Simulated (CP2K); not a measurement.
Two runs for the F K edge of hexafluoroethane. Run A: CP2K XAS_TDP, all-electron GAPW, PBEh(45%), aug-cc-pVDZ, TDA, no relativity. Run B differs in one setting.

First lines with a strength over 0.0015. A:

```tsv
atom	energy (eV)	states	strength, one atom
F1 (bonded to C), 6 alike	684.37	1	0.0377
	686.33	1	0.0082
	686.42	1	0.0050
	687.15	1	0.0107
	688.72	1	0.0019
```

B:

```tsv
atom	energy (eV)	states	strength, one atom
F1 (bonded to C), 6 alike	690.75	1	0.0471
	694.07	1	0.0114
	694.09	1	0.0049
	694.83	1	0.0131
	696.53	1	0.0018
```

**Question.** Which was it: the functional, the basis, scalar relativity switched on, GW2X switched on?

The functional (functional from PBEh(45%) to PBEh(60%); the lines alone don't name the new value). A functional moves all lines by electronvolts and changes their spacings and strengths. Against PBEh(45%) in aug-cc-pVDZ, the leading line moves by +6.38 eV, to 690.75 eV; the strength of F1's goes from 0.0377 to 0.0471. The next line of F1 over the strength cut lies 3.32 eV higher, against 1.96.

[Banner, clock and machine lines of the logs are left out without a mark of their own.]

[Logs are printed without paths, hosts, clocks, repeated set-up lines and the standing remarks that a program may print on its own settings, such as how far it seeks lower states.]

[Hosts, paths, dates, database ids (printed as entryN), source tags and the programs' standing remarks are cut or masked in the printed files.]
